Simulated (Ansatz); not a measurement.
# Screening in LaVO4 (P2_1/c)

Wanted: ε∞ of LaVO4 (P2_1/c) from perturbation theory, a sum over states and the RPA step of G0W0, with cost.

Program: Ansatz 0.2.0. Level of theory: linear response on r2SCAN, plane waves, PAW. Values are calculated unless marked as measured.

**1. The system as given**

The structure is monoclinic, space group P2_1/c (No. 14). Conventional cell: a = 6.725 Å, b = 7.283 Å, c = 8.399 Å, α = 90.00°, β = 125.80°, γ = 90.00°. La has 9 O at 2.49 to 2.89 Å nearest. Nearest to V lie 4 O at 1.70 to 1.72 Å. O has 1 V at 1.72 Å and 2 La at 2.49 to 2.53 Å nearest. Nearest to O lie 1 V at 1.70 Å and 2 La at 2.50 to 2.53 Å. Nearest to O lie 1 V at 1.70 Å and 2 La at 2.52 to 2.68 Å. Nearest to O lie 1 V at 1.72 Å and 3 La at 2.56 to 2.89 Å. Farther neighbours, and contacts between anions beyond the nearest, are not listed.

The cell and positions come from the Crystallography Open Database and are kept as given unless a step says otherwise. The default PAW set here is soft_2. Its files were made with PBE.

**2. Response to a homogeneous field**

The response to a uniform field gives ε∞, a yardstick for the screening that GW builds on its mesh.

This step: dielectric response by perturbation theory, r2SCAN, plane waves, PAW.

input.yaml reads:

```yaml
crystal:
  lattice:
    - [6.725, 0.0, 0.0]
    - [0.0, 7.2827, 0.0]
    - [-4.9123006198, 0.0, 6.8121466218]
  atoms:
    - { symbol: La, position: [0.827399, 0.157198, 0.723776] }
    - { symbol: La, position: [0.172601, 0.657198, 0.776224] }
    - { symbol: La, position: [0.172601, 0.842802, 0.276224] }
    - { symbol: La, position: [0.827399, 0.342802, 0.223776] }
    - { symbol: V, position: [0.31429, 0.16481, 0.69917] }
    - { symbol: V, position: [0.68571, 0.66481, 0.80083] }
    - { symbol: V, position: [0.68571, 0.83519, 0.30083] }
    - { symbol: V, position: [0.31429, 0.33519, 0.19917] }
    - { symbol: O, position: [0.8171, 0.4979, 0.7446] }
    - { symbol: O, position: [0.1829, 0.9979, 0.7554] }
    - { symbol: O, position: [0.1829, 0.5021, 0.2554] }
    - { symbol: O, position: [0.8171, 0.0021, 0.2446] }
    - { symbol: O, position: [0.6098, 0.2795, 0.3821] }
    - { symbol: O, position: [0.3902, 0.7795, 0.1179] }
    - { symbol: O, position: [0.3902, 0.7205, 0.6179] }
    - { symbol: O, position: [0.6098, 0.2205, 0.8821] }
    - { symbol: O, position: [0.6587, 0.895, 0.4829] }
    - { symbol: O, position: [0.3413, 0.395, 0.0171] }
    - { symbol: O, position: [0.3413, 0.105, 0.5171] }
    - { symbol: O, position: [0.6587, 0.605, 0.9829] }
    - { symbol: O, position: [0.8898, 0.8436, 0.8857] }
    - { symbol: O, position: [0.1102, 0.3436, 0.6143] }
    - { symbol: O, position: [0.1102, 0.1564, 0.1143] }
    - { symbol: O, position: [0.8898, 0.6564, 0.3857] }
kpoints:
  mp_grid: { grid: [4, 4, 4] }
hamiltonian:
  xc: r2scan
scf:
  occupations: { method: fixed }
dielectric: {}
```

Run with:

```sh
ansatz run input.yaml --threads 24 --pin off --max-ram 82944MiB --backend cuda --events-out ev --progress --plain --runs-dir out --devices 1 --max-vram 78GiB
```

Output:

```text
GPUs: using 1 of 1 available (devices: 1).
Engine: ansatz 0.2.0, aarch64-unknown-linux-gnu
Pseudopotentials: kind: paw
Pseudopotential: La, paw, valence charge 11, recommended cutoff 500 eV (meta_gga), La.paw.azcp
Pseudopotential: V, paw, valence charge 13, recommended cutoff 500 eV (meta_gga), V.paw.azcp
Pseudopotential: O, paw, valence charge 6, recommended cutoff 500 eV (meta_gga), O.paw.azcp
Functional definition: r2SCAN
  parameter k0 = 0.174
  parameter k1 = 0.065
  parameter a1 = 4.9479
  exchange = r2scan_x(k0 = k0, k1 = k1, a1 = a1)
  correlation = r2scan_c
concurrent solve slots: 18 of 24 are kept, ahead of what memory takes: no pass of the eigensolver takes more rounds on 18
[...]
Crystal: 24 atoms, lattice volume = 333.633 Å³
Basis set: ecut = 500 eV, 8465 PW (Γ), exchange–correlation on 200×216×256 points (64 copies of the dense FFT grid, shifted against one another)
Bands: 120, of which v1, the nominal top of the filled ones, is band 96 counted from 1 (95 counted from 0)
Symmetry: 4 space group operations
k-points: 36 of 64 (irreducible under 1 space group operation, time reversal used)
Non-local potential: La, projectors of the file, l = 0: 3, l = 1: 2, l = 2: 2, l = 3: 3
Non-local potential: V, projectors of the file, l = 0: 3, l = 1: 2, l = 2: 3, l = 3: 1
Non-local potential: O, projectors of the file, l = 0: 2, l = 1: 2, l = 2: 1
PAW form: soft (Blöchl's): semilocal exchange-correlation on the pseudo side does not see the compensation charge
PAW frozen core: La, regenerated for the run's functional (the file was generated under x = pbe(κ = 0.804, μ = 0.219515), c = pbe(β = 0.066725))
PAW frozen core: V, regenerated for the run's functional (the file was generated under x = pbe(κ = 0.804, μ = 0.219515), c = pbe(β = 0.066725))
PAW frozen core: O, regenerated for the run's functional (the file was generated under x = pbe(κ = 0.804, μ = 0.219515), c = pbe(β = 0.066725))
PAW one-centre angular grid: La, 974 points (default); XC on 160 Gauss nodes
PAW one-centre angular grid: V, 590 points (default); XC on 160 Gauss nodes
PAW one-centre angular grid: O, 302 points (default); XC on 160 Gauss nodes
Initial density: superposition of atomic densities (neutral atoms: chi_scale 0, normalization atom), corrected by the library's trained network
Initial wavefunctions: pseudopotential atomic-orbital guess
[...]
Functional: x = r2scan, c = r2scan; τ floored in thin density (d = 2e-4 eV/Å³)
SCF iter   1: F=—  HF=-45861.129076 eV  |F-HF|=—  |Δ(HF+E_count)|=         —  Δρ=2.31e-2  dr2=2.14e0  dr2_τ=1.44e0  ethr=1.77e-3  ⟨swp⟩=4.0  Hψ=13262  notcnv=0  defer=631
preconditioner: auto → Resta (q_TF=auto, 2.488 Å⁻¹)  ε∞=5.0  [insulator: Δε(μ)=4.340 eV  Ē_g=12.457 eV  n_scr=82 (ndim 8)  ℏωp=25.1 eV  f_vac=0.045  ε∞_Penn≈5.0]
SCF iter   2: F=—  HF=-45861.559910 eV  |F-HF|=—  |Δ(HF+E_count)|=   4.31e-1  Δρ=2.24e-2  dr2=1.77e0  dr2_τ=1.81e-1  ethr=1.12e-3  ⟨swp⟩=3.0  Hψ=8720  notcnv=0  defer=714
SCF iter   3: F=—  HF=-45861.346125 eV  |F-HF|=—  |Δ(HF+E_count)|=   2.14e-1  Δρ=4.49e-3  dr2=6.22e-2  dr2_τ=3.01e-3  ethr=9.21e-4  ⟨swp⟩=2.8  Hψ=5800  notcnv=0  defer=599
SCF iter   4: F=—  HF=-45861.336220 eV  |F-HF|=—  |Δ(HF+E_count)|=   9.91e-3  Δρ=2.02e-3  dr2=1.47e-2  dr2_τ=9.52e-4  ethr=3.24e-5  ⟨swp⟩=3.0  Hψ=6922  notcnv=0  defer=792
SCF iter   5: F=—  HF=-45861.335354 eV  |F-HF|=—  |Δ(HF+E_count)|=   8.66e-4  Δρ=6.13e-4  dr2=1.21e-3  dr2_τ=1.38e-4  ethr=7.64e-6  ⟨swp⟩=2.1  Hψ=5549  notcnv=0  defer=792
SCF iter   6: F=—  HF=-45861.333624 eV  |F-HF|=—  |Δ(HF+E_count)|=   1.73e-3  Δρ=2.83e-4  dr2=3.41e-4  dr2_τ=1.45e-5  ethr=6.29e-7  ⟨swp⟩=2.0  Hψ=5582  notcnv=0  defer=792
[...]
SCF iter  13: F=—  HF=-45861.334650 eV  |F-HF|=—  |Δ(HF+E_count)|=  8.00e-11  Δρ=4.44e-7  dr2=6.07e-10  dr2_τ=6.78e-11  ethr=1.00e-12  ⟨swp⟩=2.0  Hψ=5517  notcnv=0  defer=577
SCF iter  14: F=—  HF=-45861.334650 eV  |F-HF|=—  |Δ(HF+E_count)|=  8.73e-11  Δρ=2.11e-7  dr2=1.76e-10  dr2_τ=1.13e-11  ethr=1.00e-12  ⟨swp⟩=2.0  Hψ=4868  notcnv=0  defer=577
[...]
SCF 1 converged in 15 iterations: F = -45861.334650 eV  dr2 = 5.09e-12
[...]
SCF converged after 15 iterations
[...]
k-point 35: bands = ["-59.0158", "-59.0158", "-59.0157", "-59.0157", "-31.9145", "-31.9145", "-31.9144", "-31.9144", "-31.8270", "-31.8270", "-31.8264", "-31.8264", "-31.7844", "-31.7844", "-31.7841", "-31.7841", "-23.7108", "-23.7108", "-23.6911", "-23.6911", "-10.9939", "-10.9939", "-10.8439", "-10.8439", "-10.5632", "-10.5632", "-10.2605", "-10.2605", "-10.1017", "-10.1017", "-10.0067", "-10.0067", "-9.9237", "- [...]
--- Dielectric response (ions clamped): 3 representative field directions + reference, on 36 of 64 k-points (Σ response iterations 39) ---
  k mesh reduced under 1 symmetry operation, with k and −k counted as one. Each operation leaves every solved perturbation unchanged. A smaller set is not considered because the run solves the response to a homogeneous field
  ε∞ (high-frequency dielectric tensor):
        4.571960     0.000000     0.000701
        0.000000     4.055063     0.000000
        0.000701     0.000000     4.017717
  Born effective charges Z* (e; rows j = field, columns β = displacement):
    site 0:
         4.72634   -0.70182   -0.04056
         0.01153    4.64436    0.08692
        -0.08428    0.31595    4.42596
    site 1:
         4.72634    0.70182   -0.04056
        -0.01153    4.64436   -0.08692
        -0.08428   -0.31595    4.42596
    site 2:
         4.72634   -0.70182   -0.04056
         0.01153    4.64436    0.08692
        -0.08428    0.31595    4.42596
    site 3:
         4.72634    0.70182   -0.04056
        -0.01153    4.64436   -0.08692
        -0.08428   -0.31595    4.42596
    site 4:
         4.55047   -0.15146    0.00859
        -0.03464    3.38323    0.09326
         0.03584    0.06726    3.35630
    site 5:
         4.55047    0.15146    0.00859
         0.03464    3.38323   -0.09326
         0.03584   -0.06726    3.35630
    site 6:
         4.55047   -0.15146    0.00859
        -0.03464    3.38323    0.09326
         0.03584    0.06726    3.35630
    site 7:
         4.55047    0.15146    0.00859
         0.03464    3.38323   -0.09326
         0.03584   -0.06726    3.35630
    site 8:
        -2.65816    0.83957    0.27065
         0.94129   -2.88116   -0.31362
         0.24156   -0.51746   -0.94063
    site 9:
        -2.65816   -0.83957    0.27065
        -0.94129   -2.88116    0.31362
         0.24156    0.51746   -0.94063
    site 10:
        -2.65816    0.83957    0.27065
         0.94129   -2.88116   -0.31362
         0.24156   -0.51746   -0.94063
    site 11:
        -2.65816   -0.83957    0.27065
        -0.94129   -2.88116    0.31362
         0.24156    0.51746   -0.94063
    site 12:
        -2.45473    0.26504   -0.84612
[...]
site 13:
[...]
site 14:
[...]
site 15:
[...]
site 16:
[...]
site 17:
[...]
site 18:
[...]
site 19:
[...]
site 20:
        -1.93439   -1.08540   -0.40402
        -1.02090   -2.69370   -0.38203
        -0.33302   -0.24224   -1.83834
    site 21:
        -1.93439    1.08540   -0.40402
         1.02090   -2.69370    0.38203
        -0.33302    0.24224   -1.83834
    site 22:
        -1.93439   -1.08540   -0.40402
        -1.02090   -2.69370   -0.38203
        -0.33302   -0.24224   -1.83834
    site 23:
        -1.93439    1.08540   -0.40402
         1.02090   -2.69370    0.38203
        -0.33302    0.24224   -1.83834
  Z* charge neutrality: 1.996e-4 e pre-enforcement
  k-mesh period / interband length: 26.9 Å / 1.18 Å = 22.77 at k = (0.0000, 0.0000, 0.0000), direct gap 4.120 eV — 14 or more, which is no proof of convergence
```

Run time: 33 s. Hardware: 1 × NVIDIA GB200 (shared by 2 runs) with 24 threads of Arm Neoverse V2, shared host; peak memory 8.6 GiB; 8.4 min of CPU time.

The column dr2 measures how far the density is from self-consistency, as an energy; F and HF (Harris–Foulkes) agree once it is small.

One over ε∞ averages 0.24, near the quarter of exact exchange in PBE0.

High-frequency dielectric tensor:

```
4.57 0.00 0.00
0.00 4.06 0.00
0.00 0.00 4.02
```

Born effective charge (e), principal values of the symmetric part by kind of site:

```tsv
atom	atoms with these values	low	middle	high	mean
La1	4	4.25	4.46	5.08	4.60
V5	4	3.28	3.45	4.56	3.76
O9	4	-3.75	-1.88	-0.85	-2.16
O13	4	-3.60	-1.80	-0.79	-2.06
O17	4	-3.56	-1.38	-1.01	-1.98
O21	4	-3.56	-1.74	-1.17	-2.16
```

In full for V5:

```
 4.55 -0.15  0.01
-0.03  3.38  0.09
 0.04  0.07  3.36
```

**3. Independent-particle spectrum**

The independent-particle spectrum shows where the oscillator strength lies, before excitons and local fields.

This step: independent-particle optics on r2SCAN, plane waves, PAW.

input.yaml, as its differences from that of step 2:

```diff
@@ -36,2 +36,4 @@
   occupations: { method: fixed }
-dielectric: {}
+  n_extra_bands: 228
+output:
+  optics: { e_range: [0, 25], de: 0.1, sigma: 0.2 }
```

Output:

```text
[...]
GPUs: using 1 of 1 available (devices: 1).
[...]
Crystal: 24 atoms, lattice volume = 333.633 Å³
Basis set: ecut = 500 eV, 8465 PW (Γ), exchange–correlation on 200×216×256 points (64 copies of the dense FFT grid, shifted against one another)
Bands: 324, of which v1, the nominal top of the filled ones, is band 96 counted from 1 (95 counted from 0)
Symmetry: 4 space group operations
[...]
k-points: 30 of 64
[...]
SCF iter   1: F=—  HF=-45861.128071 eV  |F-HF|=—  |Δ(HF+E_count)|=         —  Δρ=2.30e-2  dr2=2.12e0  dr2_τ=1.44e0  ethr=1.77e-3  ⟨swp⟩=4.1  Hψ=30916  notcnv=0  defer=6600
[...]
SCF iter   6: F=—  HF=-45861.333651 eV  |F-HF|=—  |Δ(HF+E_count)|=   2.38e-3  Δρ=2.95e-4  dr2=2.94e-4  dr2_τ=1.25e-5  ethr=9.25e-7  ⟨swp⟩=2.0  Hψ=5663  notcnv=0  defer=6780
[...]
SCF iter  13: F=—  HF=-45861.334650 eV  |F-HF|=—  |Δ(HF+E_count)|=  1.02e-10  Δρ=2.27e-7  dr2=1.75e-10  dr2_τ=1.87e-11  ethr=1.00e-12  ⟨swp⟩=2.0  Hψ=4384  notcnv=0  defer=6600
SCF iter  14: F=—  HF=-45861.334650 eV  |F-HF|=—  |Δ(HF+E_count)|=  2.91e-11  Δρ=8.21e-8  dr2=2.22e-11  dr2_τ=1.19e-12  ethr=1.00e-12  ⟨swp⟩=1.0  Hψ=3120  notcnv=0  defer=6600
[...]
SCF 1 converged in 15 iterations: F = -45861.334650 eV  dr2 = 1.13e-12
[...]
SCF converged after 15 iterations
[...]
```

Wall time 25 s (1 × NVIDIA GB200 (shared by 2 runs) with 24 threads); peak memory 13 GiB; 2.5 min of CPU time.

Numbers from this step:

```
ε∞ without local fields (xx, yy, zz)                                   : 5.165, 4.555, 4.631
electrons in the f-sum (xx, yy, zz)                                    : 136.3, 135.9, 135.4
bands in the explicit sum (the static value is completed to all bands) : 324
```

The sum gives ε∞ = 5.16, 4.56 and 4.63 without local fields.

The ε₂ has structure finer than the step of the table below, so its rows give means over 1 eV. Peaks (eV: height): xx 4.4: 6.55, 6.7: 7.82, 8.6: 5.80, 21.5: 3.20; yy 4.7: 5.44, 7.7: 5.36, 21.4: 3.00, 23.1: 2.70; zz 4.8: 5.88, 6.9: 6.00, 21.9: 3.25.

Independent particles, no local fields, Gaussian width 0.2 eV. Table of ε₂ by photon energy; means over each step:

```tsv
photon energy (eV)	xx	yy	zz
3	2.0e-5	0	0
4	2.36	0.893	0.735
5	4.05	4.30	4.68
6	6.76	4.25	4.53
7	7.22	4.96	5.69
8	5.11	5.17	4.97
9	5.10	4.30	3.95
10	3.12	3.31	3.40
11	2.15	2.59	2.71
12	1.53	1.90	1.83
13	0.906	1.12	1.00
14	0.477	0.754	0.661
15	0.545	0.744	0.683
16	0.689	0.717	0.741
17	0.944	1.12	1.02
18	1.09	1.15	1.22
19	1.25	1.41	1.36
20	1.48	1.30	1.11
21	3.02	2.39	2.10
22	2.47	2.31	3.04
23	1.83	2.51	2.30
24	1.35	1.26	1.35
```

The loss function has structure finer than the step of the table below, so its rows give means over 1 eV. Peaks (eV: height): xx 13.5: 1.73, 24.7: 1.12; yy 13.5: 1.11; zz 13.4: 1.26.

Independent particles, no local fields, Gaussian width 0.2 eV. The loss function by photon energy; means over each step:

```tsv
photon energy (eV)	xx	yy	zz
3	0	0	0
4	0.0209	0.0108	0.00872
5	0.0766	0.0885	0.0843
6	0.0781	0.106	0.101
7	0.129	0.129	0.132
8	0.187	0.168	0.189
9	0.192	0.233	0.247
10	0.301	0.300	0.292
11	0.419	0.388	0.368
12	0.612	0.524	0.532
13	1.12	0.897	1.01
14	1.16	0.865	0.902
15	0.458	0.556	0.500
16	0.332	0.349	0.348
17	0.303	0.306	0.297
18	0.338	0.360	0.351
19	0.299	0.341	0.366
20	0.233	0.324	0.327
21	0.266	0.259	0.217
22	0.413	0.420	0.308
23	0.542	0.381	0.427
24	0.658	0.638	0.632
```

**4. RPA screening from the G0W0 run**

G0W0 replaces the xc potential by the self-energy, built once from these orbitals. Only a window of levels is corrected, while the sums run over the empty bands that the input names.

This step: G0W0 on r2SCAN, plane waves, PAW.

input.yaml, as its differences from that of step 3:

```diff
@@ -31,3 +31,3 @@
 kpoints:
-  mp_grid: { grid: [4, 4, 4] }
+  mp_grid: { grid: [2, 2, 2] }
 hamiltonian:
@@ -36,4 +36,7 @@
   occupations: { method: fixed }
-  n_extra_bands: 228
-output:
-  optics: { e_range: [0, 25], de: 0.1, sigma: 0.2 }
+gw:
+  n_empty_bands: 995
+  ecut_chi: 120.0
+  qp_bands: [v4, c4]
+  qp_kpoints: band_edges
+  screening: { model: contour_deformation }
```

Output:

```text
GPUs: using 1 of 1 available (devices: 1).
[...]
Crystal: 24 atoms, lattice volume = 333.633 Å³
Basis set: ecut = 500 eV, 8465 PW (Γ), exchange–correlation on 200×216×256 points (64 copies of the dense FFT grid, shifted against one another)
Bands: 120, of which v1, the nominal top of the filled ones, is band 96 counted from 1 (95 counted from 0)
Symmetry: 4 space group operations
[...]
k-points: 8
[...]
1    98     10.8732   -16.0436    -6.1486   -23.8052  0.7432    12.5264    12.4861  root
     1    99     11.0450   -16.4377    -6.2141   -24.3568  0.7418    12.7964    12.7501  root
[...]
7    97     10.9948   -16.3181    -6.0541   -24.0528  0.7423    12.7200    12.6753  root
     7    98     10.9948   -16.3181    -6.0541   -24.0528  0.7423    12.7200    12.6753  root
     7    99     11.0534   -16.3378    -6.0260   -24.0360  0.7437    12.7690    12.7256  root
     7   100     11.0534   -16.3378    -6.0260   -24.0360  0.7437    12.7690    12.7256  root
[key lines of the parts left out:]
SCF converged after 11 iterations
```

The job ended after 22 s (1 × NVIDIA GB200 (shared by 2 runs) with 24 threads; peak memory 5.2 GiB; 75 s of CPU time).

This step gave:

```yaml
bands_summed: 1091
rpa_eps_infinity_on_this_mesh_eigenvalues: 3.791, 3.822, 4.307
plane_waves_in_the_screening_matrix: 987
g0w0_gap_on_the_mesh: 5.775 eV
k_of_the_valence_top: -0.5, 0, 0
k_of_the_conduction_bottom: -0.5, -0.5, 0
starting_gap_on_the_mesh: 3.930 eV
least_direct_g0w0_gap_on_the_computed_points: 5.873 eV
```

The gap on the mesh goes from 3.93 eV to 5.78 eV, a correction of +1.84 eV. Between the two edge states, bare exchange in place of the xc potential would open the gap by 12.20 eV, and correlation takes back 10.36 eV.

Mean over the mesh in bins of 0.25 1/Å. Table of static inverse dielectric function, diagonal by length of q+G:

```tsv
length of q+G (Å⁻¹)	static inverse dielectric function, diagonal
0.49	0.291
0.73	0.336
1.00	0.391
1.25	0.451
1.50	0.514
1.75	0.578
2.00	0.635
2.27	0.691
2.50	0.730
2.75	0.766
3.00	0.797
3.25	0.824
3.50	0.847
3.76	0.867
4.01	0.884
4.25	0.899
4.50	0.913
4.75	0.926
5.00	0.937
5.25	0.947
5.49	0.955
```

**5. The values together**

Times are wall times on 1 × NVIDIA GB200 (shared by 2 runs) with 24 threads of Arm Neoverse V2, shared host, good to a factor of about two.

```tsv
method	mesh	ε∞, low	middle	high	mean	time
perturbation theory (local fields and xc kernel)	4×4×4	4.02	4.06	4.57	4.21	33 s
sum over states (no local fields)	4×4×4	4.56	4.63	5.16	4.78	25 s
RPA with local fields, on the GW mesh	2×2×2	3.79	3.82	4.31	3.97	22 s
```

**6. Results**

```
perturbation theory (local fields and xc kernel) : 4.02, 4.06, 4.57
sum over states (no local fields)                : 4.56, 4.63, 5.16
RPA with local fields, on the GW mesh            : 3.79, 3.82, 4.31
```

**Reading.** Mean Born effective charge: La1 4.60, V5 3.76, O9 -2.16, O13 -2.06, O17 -1.98, O21 -2.16 e. Distinct peaks of the ε₂ (xx) stand at 4.4, 6.7, 8.6 and 21.5 eV; the one at 6.7 eV is strongest. The most distinct maxima of the loss function (xx) lie at 13.5 and 24.7 eV, the highest at 13.5 eV. The sum without local fields gives 4.78 in the mean against 4.21 by perturbation theory; local fields lower ε∞ and the xc kernel gives part of it back, though the sum also carries the error of its own mesh. The RPA values on the 2×2×2 mesh average 0.94 times those of perturbation theory (means 3.97 and 4.21). Without the xc kernel RPA should lie a little lower, as the mean does. r2SCAN usually puts the gap too low, which tends to raise ε∞. Ions are clamped, so the lattice part of the static constant is not in these numbers.

[Long decimals in the printed logs are rounded to 6 places.]

[Logs are printed without paths, hosts, clocks, repeated set-up lines and the standing remarks that a program may print on its own settings, such as how far it seeks lower states.]

[Paths, hosts, dates, memory and timing lines, banners, echoed tables and standing remarks are left out of the program output; an Ansatz launch command may be rebuilt from the run's recorded settings. Measured values are a selection of at most five: reports struck by readers or far from the other reports are left out. None is set beside runs whose start may be inverted or whose files or cutoffs have a known fault.]

[Runs of the session that timed out or met a known fault of the program may be left out.]

[Cells called generated may have been cut or substituted from an entry of the Crystallography Open Database or the Materials Project.]

[Hosts, paths, dates, database ids (printed as entryN), source tags and the programs' standing remarks are cut or masked in the printed files.]

[Where the starting crystal was built by hand or by swapping elements, it need not be the compound's stable phase.]
